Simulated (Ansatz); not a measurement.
## A convergence test on SnSe (Pnma): k mesh of the density

How far can the k mesh of the density be lowered for the gap of SnSe (Pnma)?

Calculated with Ansatz 0.2.0; DFT, PBE, plane waves, PAW.

**1. Set-up**

Symmetry: Pnma, No. 62, orthorhombic system. Conventional cell: a = 11.501 Å, b = 4.153 Å, c = 4.446 Å, α = 90.00°, β = 90.00°, γ = 90.00°. Nearest to Sn lie 5 Se at 2.77 to 3.32 Å. Nearest to Se lie 5 Sn at 2.77 to 3.32 Å. Farther neighbours and most contacts between anions are not listed.

As a file:

```cif
data_structure
_symmetry_space_group_name_H-M 'P 1'
_symmetry_Int_Tables_number 1
_cell_length_a 11.5010
_cell_length_b 4.1530
_cell_length_c 4.4460
_cell_angle_alpha 90.000
_cell_angle_beta 90.000
_cell_angle_gamma 90.000
_cell_volume 212.36
loop_
_atom_site_label
_atom_site_type_symbol
_atom_site_fract_x
_atom_site_fract_y
_atom_site_fract_z
_atom_site_occupancy
Sn1 Sn 0.61806 0.75000 0.39740 1
Sn2 Sn 0.88194 0.25000 0.89740 1
Sn3 Sn 0.38194 0.25000 0.60260 1
Sn4 Sn 0.11806 0.75000 0.10260 1
Se5 Se 0.14336 0.25000 0.52321 1
Se6 Se 0.64336 0.25000 0.97679 1
Se7 Se 0.35664 0.75000 0.02321 1
Se8 Se 0.85664 0.75000 0.47679 1
```

Geometry: measured lattice cell, ions relaxed with PBE; the structure entry is the Materials Project's. The runs that relaxed it are not among those shown. The default PAW set here is soft_2. Its files were made with PBE.

**2. k mesh of the density: 1×2×2**

File input.yaml:

```yaml
crystal:
  lattice:
    - [11.501, 0.0, 0.0]
    - [0.0, 4.153, 0.0]
    - [0.0, 0.0, 4.446]
  atoms:
    - { symbol: Sn, position: [0.6180623224, 0.75, 0.3973982494] }
    - { symbol: Sn, position: [0.8819376776, 0.25, 0.8973982494] }
    - { symbol: Sn, position: [0.3819376776, 0.25, 0.6026017506] }
    - { symbol: Sn, position: [0.1180623224, 0.75, 0.1026017506] }
    - { symbol: Se, position: [0.1433580133, 0.25, 0.5232104896] }
    - { symbol: Se, position: [0.6433580133, 0.25, 0.9767895104] }
    - { symbol: Se, position: [0.3566419867, 0.75, 0.0232104896] }
    - { symbol: Se, position: [0.8566419867, 0.75, 0.4767895104] }
kpoints:
  mp_grid: { grid: [1, 2, 2] }
  band_path:
    path:
      - [0.0, 0.0, 0.0]
      - [0.5, 0.0, 0.0]
      - [0.5, 0.5, 0.0]
      - [0.0, 0.5, 0.0]
      - [0.0, 0.0, 0.5]
      - [0.5, 0.0, 0.5]
      - [0.5, 0.5, 0.5]
      - [0.0, 0.5, 0.5]
      - [0.0, 0.0, 0.35]
      - [0.0, 0.3333333333, 0.0]
    npoints: 1
hamiltonian:
  xc: pbe
scf:
  occupations: { method: fixed }
  n_extra_bands: 6
output:
  eigenvalues: true
  forces: true
  stress: true
```

Run with:

```sh
$ ansatz run input.yaml --threads 3 --pin off --max-ram 92160MiB --backend cuda --events-out ev --progress --plain --runs-dir out --devices 1 --max-vram 13GiB
```

Numbers of over 12 decimals in the logs are rounded to 6 here.

The log of the run:

```text
scf.n_extra_bands = 6 over 60 filled bands (N_el = 120.0): the run solves 66 bands
GPUs: using 1 of 1 available (devices: 1).
Engine: ansatz 0.2.0, x86_64-unknown-linux-gnu
Pseudopotentials: kind: paw
Pseudopotential: Sn, paw, valence charge 14, recommended cutoff 420 eV (normal), Sn.paw.azcp
Pseudopotential: Se, paw, valence charge 16, recommended cutoff 420 eV (normal), Se.paw.azcp
Functional definition: PBE
  parameter kappa = 0.804
  parameter beta = 0.066725
  exchange = pbe_x(kappa = kappa, mu = beta*pi^2/3)
  correlation = pbe_c(beta = beta)
concurrent solve slots: 2 of 3 are kept, ahead of what memory takes: no pass of the eigensolver takes more rounds on 2
device memory: the entry about to start is reckoned to put 3.1 GiB on a device that reports 40.9 GiB free (of which the cap on the GPU budget leaves the run 13.0 GiB)
GPU FFT provider: cuFFT
GPU libraries: cuBLAS 13.8.2, cuFFT 12.4.0, cuSOLVER 12.3.4
Crystal: 8 atoms, lattice volume = 212.357 Å³
Basis set: ecut = 420 eV, 4145 PW (Γ), exchange–correlation on 160×60×60 points (8 copies of the dense FFT grid, shifted against one another)
Bands: 66, of which v1, the nominal top of the filled ones, is band 60 counted from 1 (59 counted from 0)
Symmetry: 8 space group operations
Space group: Pnma (ITA 62), of the structure as read, at distance tolerance 6.0e-5 Å
k-points: 4
Non-local potential: Sn, projectors of the file, l = 0: 2, l = 1: 2, l = 2: 2, l = 3: 2
Non-local potential: Se, projectors of the file, l = 0: 2, l = 1: 2, l = 2: 3, l = 3: 1
PAW form: soft (Blöchl's): semilocal exchange-correlation on the pseudo side does not see the compensation charge
PAW one-centre angular grid: Sn, 590 points (default); XC on 64 Gauss nodes
PAW one-centre angular grid: Se, 590 points (default); XC on 64 Gauss nodes
Initial density: superposition of atomic densities (neutral atoms: chi_scale 0, normalization atom), corrected by the library's trained network
Initial wavefunctions: pseudopotential atomic-orbital guess
GPU buffer pool allocated for 72000 grid points (all kernels)
GPU transforms: local potential and band sums: pruned to the plane-wave sphere, on 80×27×30
Functional: x = pbe(κ = 0.804, μ = 0.219515), c = pbe(β = 0.066725)
SCF iter   1: F=—  HF=-45975.234359 eV  |F-HF|=—  |Δ(HF+E_count)|=         —  Δρ=4.88e-3  dr2=1.02e-1  ethr=1.77e-3  ⟨swp⟩=5.0  Hψ=862  notcnv=0  defer=15
preconditioner: auto → Resta (q_TF=auto, 2.481 Å⁻¹)  ε∞=3.1  [insulator: Δε(μ)=0.858 eV  Ē_g=15.570 eV  n_scr=56 (ndim 8)  ℏωp=22.8 eV  f_vac=0.001  ε∞_Penn≈3.1]
SCF iter   2: F=—  HF=-45975.205805 eV  |F-HF|=—  |Δ(HF+E_count)|=   2.86e-2  Δρ=2.25e-3  dr2=1.79e-2  ethr=8.52e-5  ⟨swp⟩=2.2  Hψ=356  notcnv=0  defer=16
SCF iter   3: F=—  HF=-45975.201829 eV  |F-HF|=—  |Δ(HF+E_count)|=   3.98e-3  Δρ=7.88e-4  dr2=1.77e-3  ethr=1.49e-5  ⟨swp⟩=2.8  Hψ=508  notcnv=0  defer=16
SCF iter   4: F=—  HF=-45975.201555 eV  |F-HF|=—  |Δ(HF+E_count)|=   2.74e-4  Δρ=3.02e-4  dr2=2.52e-4  ethr=1.48e-6  ⟨swp⟩=2.0  Hψ=504  notcnv=0  defer=16
SCF iter   5: F=—  HF=-45975.201341 eV  |F-HF|=—  |Δ(HF+E_count)|=   2.13e-4  Δρ=7.75e-5  dr2=9.95e-6  ethr=2.10e-7  ⟨swp⟩=2.0  Hψ=320  notcnv=0  defer=10
SCF iter   6: F=—  HF=-45975.201876 eV  |F-HF|=—  |Δ(HF+E_count)|=   5.35e-4  Δρ=2.51e-5  dr2=1.39e-6  ethr=8.29e-9  ⟨swp⟩=2.0  Hψ=416  notcnv=0  defer=8
SCF iter   7: F=-45975.201877 eV  HF=-45975.201877 eV  |F-HF|=6.25e-8  |Δ(HF+E_count)|=   4.71e-7  Δρ=5.64e-6  dr2=5.77e-8  ethr=8.33e-11  ⟨swp⟩=10.0  Hψ=1592  notcnv=0
SCF 1 converged in 7 iterations: F = -45975.201877 eV  dr2 = 5.77e-8
[...]
device memory: the entry about to start is reckoned to put 3.4 GiB on a device that reports 45.8 GiB free (of which the cap on the GPU budget leaves the run 13.0 GiB)
NSCF: frozen V_eff on 10 k-points
SCF converged after 7 iterations
Free energy (F): -45975.201877 eV
Harris-Foulkes:  -45975.201877 eV  (|F-HF|=6.25e-8)
Internal energy: -45975.201877 eV  (E = F + TS)
E sigma→0 (E₀):  -45975.201877 eV
Fermi energy:    8.899621 eV
--- Per-component energies (eV) ---
  E_band       = -1864.512834
  E_kinetic    = 1218.566007
  E_local      = -13191.022499  (includes V_loc(G=0)·N_el)
  E_nonlocal   = -2514.118403
  E_hartree    = 6965.509693
  E_xc         = -1950.015600
  E_vxc        = -779.517382  (∫ρ·V_xc dr)
  E_paw        = -24180.883055  (= ΣΔE_a)
  E_vpaw       = -529.427363  (= ΣTr[D̂ρ^β])
  E_aug_tail   = -0.002342  (compensation charges beyond the density's cutoff)
  E_ewald      = -12323.235677
  E_smearing   = -0.000000  (= −TS)
  E_closure    = 0.000000  (closes the sum)
  Σ components = -45975.201877   (vs F -45975.201877, Δ=0.00e0)
--- Forces (eV/Å), atoms counted from 1 ---
  atom   1  Sn     0.22095915    -0.00000000    -0.43083790
  atom   2  Sn    -0.22095915    -0.00000000    -0.43083790
  atom   3  Sn    -0.22095915     0.00000000     0.43083790
  atom   4  Sn     0.22095915     0.00000000     0.43083790
  atom   5  Se     0.51101959     0.00000000    -0.57653082
  atom   6  Se     0.51101959     0.00000000     0.57653082
  atom   7  Se    -0.51101959     0.00000000    -0.57653082
  atom   8  Se    -0.51101959     0.00000000     0.57653082
  max |Σ_I F_I| component: 2.58e-26 eV/Å
--- Stress (GPa, compression-positive) ---
       -0.440659       0.000000       0.000000
        0.000000       5.785612       0.000000
        0.000000       0.000000       3.260396
  P = ⅓ Tr σ = 2.8684 GPa (28.684 kbar)
--- Band table (eV) ---
  k-point 0: bands = [... 56 lower, 7.6104, 7.8884, 8.4115, 8.6236, 9.7209, 12.0212, 12.2053, 12.2340, ... 2 higher]
  k-point 1: bands = [... 56 lower, 8.3400, 8.3400, 8.8996, 8.8996, 10.3577, 10.3577, 10.6617, 10.6617, ... 2 higher]
  k-point 2: bands = [... 56 lower, 8.1312, 8.1312, 8.3417, 8.3417, 10.0330, 10.0330, 10.4271, 10.4271, ... 2 higher]
  k-point 3: bands = [... 56 lower, 6.7981, 6.7981, 7.6924, 7.6924, 11.7127, 11.7127, 12.1537, 12.1537, ... 2 higher]
```

Run time: 11 s. Hardware: 1 × NVIDIA H100 80GB HBM3 (shared by 6 runs) with 3 threads of AMD EPYC 7R13 (Zen 3), shared host; peak memory 0.98 GiB; 4 s of CPU time.

Reading the cycles: dr2 is the Hartree energy of the density residual (eV), the measure of convergence; HF is the Harris–Foulkes estimate of the energy, which meets the free energy F at convergence.

Numbers from this step:

```yaml
pressure: 2.868 GPa
gap: 0.4081 eV
valence_top_at: k = (0.000, 0.000, 0.350)
conduction_bottom_at: k = (0.000, 0.333, 0.000)
least_direct_gap: 0.6379 eV
```

The gap is indirect, with the least direct gap 0.23 eV higher.

**3. k mesh of the density: 2×4×4**

Edit input.yaml of step 2 so:

```diff
@@ -15,3 +15,3 @@
 kpoints:
-  mp_grid: { grid: [1, 2, 2] }
+  mp_grid: { grid: [2, 4, 4] }
   band_path:
@@ -38 +38,5 @@
   stress: true
+  write_density: true
+  write_potential: true
+  elf: true
+  volumetric_format: npy
```

The log of the run:

```text
[...]
GPUs: using 1 of 1 available (devices: 1).
[...]
GPU FFT provider: cuFFT
GPU libraries: cuBLAS 13.8.2, cuFFT 12.4.0, cuSOLVER 12.3.4
Crystal: 8 atoms, lattice volume = 212.357 Å³
Basis set: ecut = 420 eV, 4145 PW (Γ), exchange–correlation on 160×60×60 points (8 copies of the dense FFT grid, shifted against one another)
[...]
k-point 0: bands = [... 56 lower, 7.5384, 7.8746, 8.3512, 8.5637, 9.7444, 11.9950, 12.1835, 12.1981, ... 2 higher]
  k-point 1: bands = [... 56 lower, 7.8905, 7.9862, 8.5179, 8.8024, 10.0512, 10.4820, 11.2806, 11.3455, ... 2 higher]
  k-point 2: bands = [... 56 lower, 8.3158, 8.3158, 8.8825, 8.8825, 10.3593, 10.3593, 10.7052, 10.7052, ... 2 higher]
  k-point 17: bands = [... 56 lower, 7.5334, 7.5334, 7.5334, 7.5334, 11.5403, 11.5403, 11.5403, 11.5403, ... 2 higher]
[key lines of the parts left out:]
SCF converged after 7 iterations
Free energy (F): -45976.621774 eV
Fermi energy:    8.894449 eV
P = ⅓ Tr σ = 2.0076 GPa (20.076 kbar)
```

It took 15 s on 1 × NVIDIA H100 80GB HBM3 (shared by 6 runs) with 3 threads; peak memory 1.1 GiB; 7.1 s of CPU time.

This step gave:

| Property | Result |
| --- | --- |
| pressure | 2.008 GPa |
| gap | 0.4553 eV |
| valence top at | k = (0.000, 0.000, 0.350) |
| conduction bottom at | k = (0.000, 0.333, 0.000) |
| least direct gap | 0.6565 eV |

The gap is 0.455 eV, +0.047 eV from the run before at this level.

**4. k mesh of the density: 2×6×6 (the default)**

input.yaml, the sections that differ from step 3:

```yaml
kpoints:
  mp_grid: { grid: [2, 6, 6] }
  band_path:
    path:
      - [[0.0, 0.0, 0.0], [0.5, 0.0, 0.0], [0.5, 0.5, 0.0], [0.0, 0.5, 0.0], [0.0, 0.0, 0.0], [0.0, 0.0, 0.5], [0.5, 0.0, 0.5], [0.5, 0.5, 0.5], [0.0, 0.5, 0.5], [0.0, 0.0, 0.5]]
      - [[0.5, 0.0, 0.0], [0.5, 0.0, 0.5]]
      - [[0.0, 0.5, 0.0], [0.0, 0.5, 0.5]]
      - [[0.5, 0.5, 0.0], [0.5, 0.5, 0.5]]
    npoints: 10
scf:
  occupations: { method: fermi_dirac, width: 0.02 }
  n_extra_bands: 6
# crystal, hamiltonian, output: as in step 3
```

The log of the run:

```text
[...]
GPUs: using 1 of 1 available (devices: 1).
[...]
GPU FFT provider: cuFFT
GPU libraries: cuBLAS 13.8.2, cuFFT 12.4.0, cuSOLVER 12.3.4
Crystal: 8 atoms, lattice volume = 212.357 Å³
Basis set: ecut = 420 eV, 4145 PW (Γ), exchange–correlation on 160×60×60 points (8 copies of the dense FFT grid, shifted against one another)
[...]
k-point 0: bands = [... 56 lower, 7.5438, 7.8798, 8.3559, 8.5687, 9.7456, 11.9949, 12.1848, 12.1982, ... 2 higher]
  k-point 1: bands = [... 56 lower, 7.6091, 8.0898, 8.3760, 8.5887, 9.8190, 11.1326, 11.8453, 12.0127, ... 2 higher]
  k-point 2: bands = [... 56 lower, 7.9001, 8.4335, 8.6080, 9.1337, 9.9965, 10.4231, 10.6601, 10.8342, ... 2 higher]
  k-point 31: bands = [... 56 lower, 7.5384, 7.5384, 7.5384, 7.5384, 11.5426, 11.5426, 11.5426, 11.5426, ... 2 higher]
[key lines of the parts left out:]
SCF converged after 7 iterations
Free energy (F): -45976.560736 eV
Fermi energy:    9.361047 eV
P = ⅓ Tr σ = 2.0913 GPa (20.913 kbar)
```

Run time: 32 s. Hardware: 1 × NVIDIA H100 80GB HBM3 (shared by 6 runs) with 3 threads; peak memory 1.1 GiB.

This step gave:

```yaml
pressure: 2.091 GPa
gap: 0.4527 eV
valence_top_at: k = (0.000, 0.000, 0.350)
conduction_bottom_at: k = (0.000, 0.333, 0.000)
least_direct_gap: 0.6556 eV
```

The gap is 0.453 eV, −0.003 eV from the run before at this level.

**5. k mesh of the density: 4×8×8**

input.yaml, the sections that differ from step 4:

```yaml
kpoints:
  mp_grid: { grid: [4, 8, 8] }
  band_path:
    path:
      - [0.0, 0.0, 0.0]
      - [0.5, 0.0, 0.0]
      - [0.5, 0.5, 0.0]
      - [0.0, 0.5, 0.0]
      - [0.0, 0.0, 0.5]
      - [0.5, 0.0, 0.5]
      - [0.5, 0.5, 0.5]
      - [0.0, 0.5, 0.5]
      - [0.0, 0.0, 0.35]
      - [0.0, 0.3333333333, 0.0]
    npoints: 1
scf:
  occupations: { method: fixed }
  n_extra_bands: 6
output:
  eigenvalues: true
  forces: true
  stress: true
# crystal, hamiltonian: as in step 4
```

The log of the run:

```text
[...]
GPUs: using 1 of 1 available (devices: 1).
[...]
GPU FFT provider: cuFFT
GPU libraries: cuBLAS 13.8.2, cuFFT 12.4.0, cuSOLVER 12.3.4
Crystal: 8 atoms, lattice volume = 212.357 Å³
Basis set: ecut = 420 eV, 4145 PW (Γ), exchange–correlation on 160×60×60 points (8 copies of the dense FFT grid, shifted against one another)
[...]
k-point 0: bands = [... 56 lower, 7.5402, 7.8781, 8.3516, 8.5649, 9.7459, 11.9926, 12.1838, 12.1966, ... 2 higher]
  k-point 1: bands = [... 56 lower, 7.5799, 8.1821, 8.1909, 8.5924, 9.7655, 11.4384, 12.1200, 12.2278, ... 2 higher]
  k-point 2: bands = [... 56 lower, 7.8930, 7.9897, 8.5187, 8.8063, 10.0518, 10.4826, 11.2832, 11.3450, ... 2 higher]
  k-point 74: bands = [... 56 lower, 7.5357, 7.5357, 7.5357, 7.5357, 11.5414, 11.5414, 11.5414, 11.5414, ... 2 higher]
[key lines of the parts left out:]
SCF converged after 7 iterations
Free energy (F): -45976.597323 eV
Fermi energy:    9.084421 eV
P = ⅓ Tr σ = 2.0115 GPa (20.115 kbar)
```

It took 19 s on 1 × NVIDIA H100 80GB HBM3 (shared by 6 runs) with 3 threads; peak memory 1 GiB; 11 s of CPU time.

Numbers from this step:

```
pressure             : 2.011 GPa
gap                  : 0.4544 eV
valence top at       : k = (0.000, 0.000, 0.350)
conduction bottom at : k = (0.000, 0.333, 0.000)
least direct gap     : 0.6568 eV
```

The gap is 0.454 eV, +0.002 eV from the run before at this level.

**6. The series**

Differences are against the last row; a negative gap means that bands overlap, and a run with a band path holds that path's time. Times are wall times on 1 × NVIDIA H100 80GB HBM3 (shared by 6 runs) with 3 threads of AMD EPYC 7R13 (Zen 3), shared host, good to a factor of about two.

| k mesh of the density | gap (eV) | direct gap (eV) | gap error (eV) | energy error (meV/atom) | irreducible k | time |
| --- | --- | --- | --- | --- | --- | --- |
| 1×2×2 | 0.408 | 0.638 | −0.046 | +174.4 | 4 | 11 s |
| 2×4×4 | 0.455 | 0.656 | +0.001 | −3.1 | 18 | 15 s |
| 2×6×6 | 0.453 | 0.656 | −0.002 | +4.6 | 32 | 32 s |
| 4×8×8 | 0.454 | 0.657 | +0.000 | +0.0 | 75 | 19 s |

**7. What came out**

| Item | Value |
| --- | --- |
| 1×2×2 | 0.408 eV |
| 2×4×4 | 0.455 eV |
| 2×6×6 | 0.453 eV |
| 4×8×8 | 0.454 eV |

In words: The gap holds to 0.02 eV from 2×4×4 on. At 1×2×2 the gap is off by −0.046 eV and the energy by +174 meV/atom. The gap is read over the mesh and added points near the edges, so meshes differ mainly through the density and, for a hybrid, the exchange operator.

[Paths, hosts, dates, memory and timing lines, banners, echoed tables and standing remarks are left out of the program output.]

[Logs are printed without paths, hosts, clocks, repeated set-up lines and the standing remarks that a program may print on its own settings, such as how far it seeks lower states.]

[Runs of the session that timed out or met a known fault of the program may be left out.]

[Cells called generated may have been cut or substituted from an entry of the Crystallography Open Database or the Materials Project.]

[Hosts, paths, dates, database ids (printed as entryN), source tags and the programs' standing remarks are cut or masked in the printed files.]
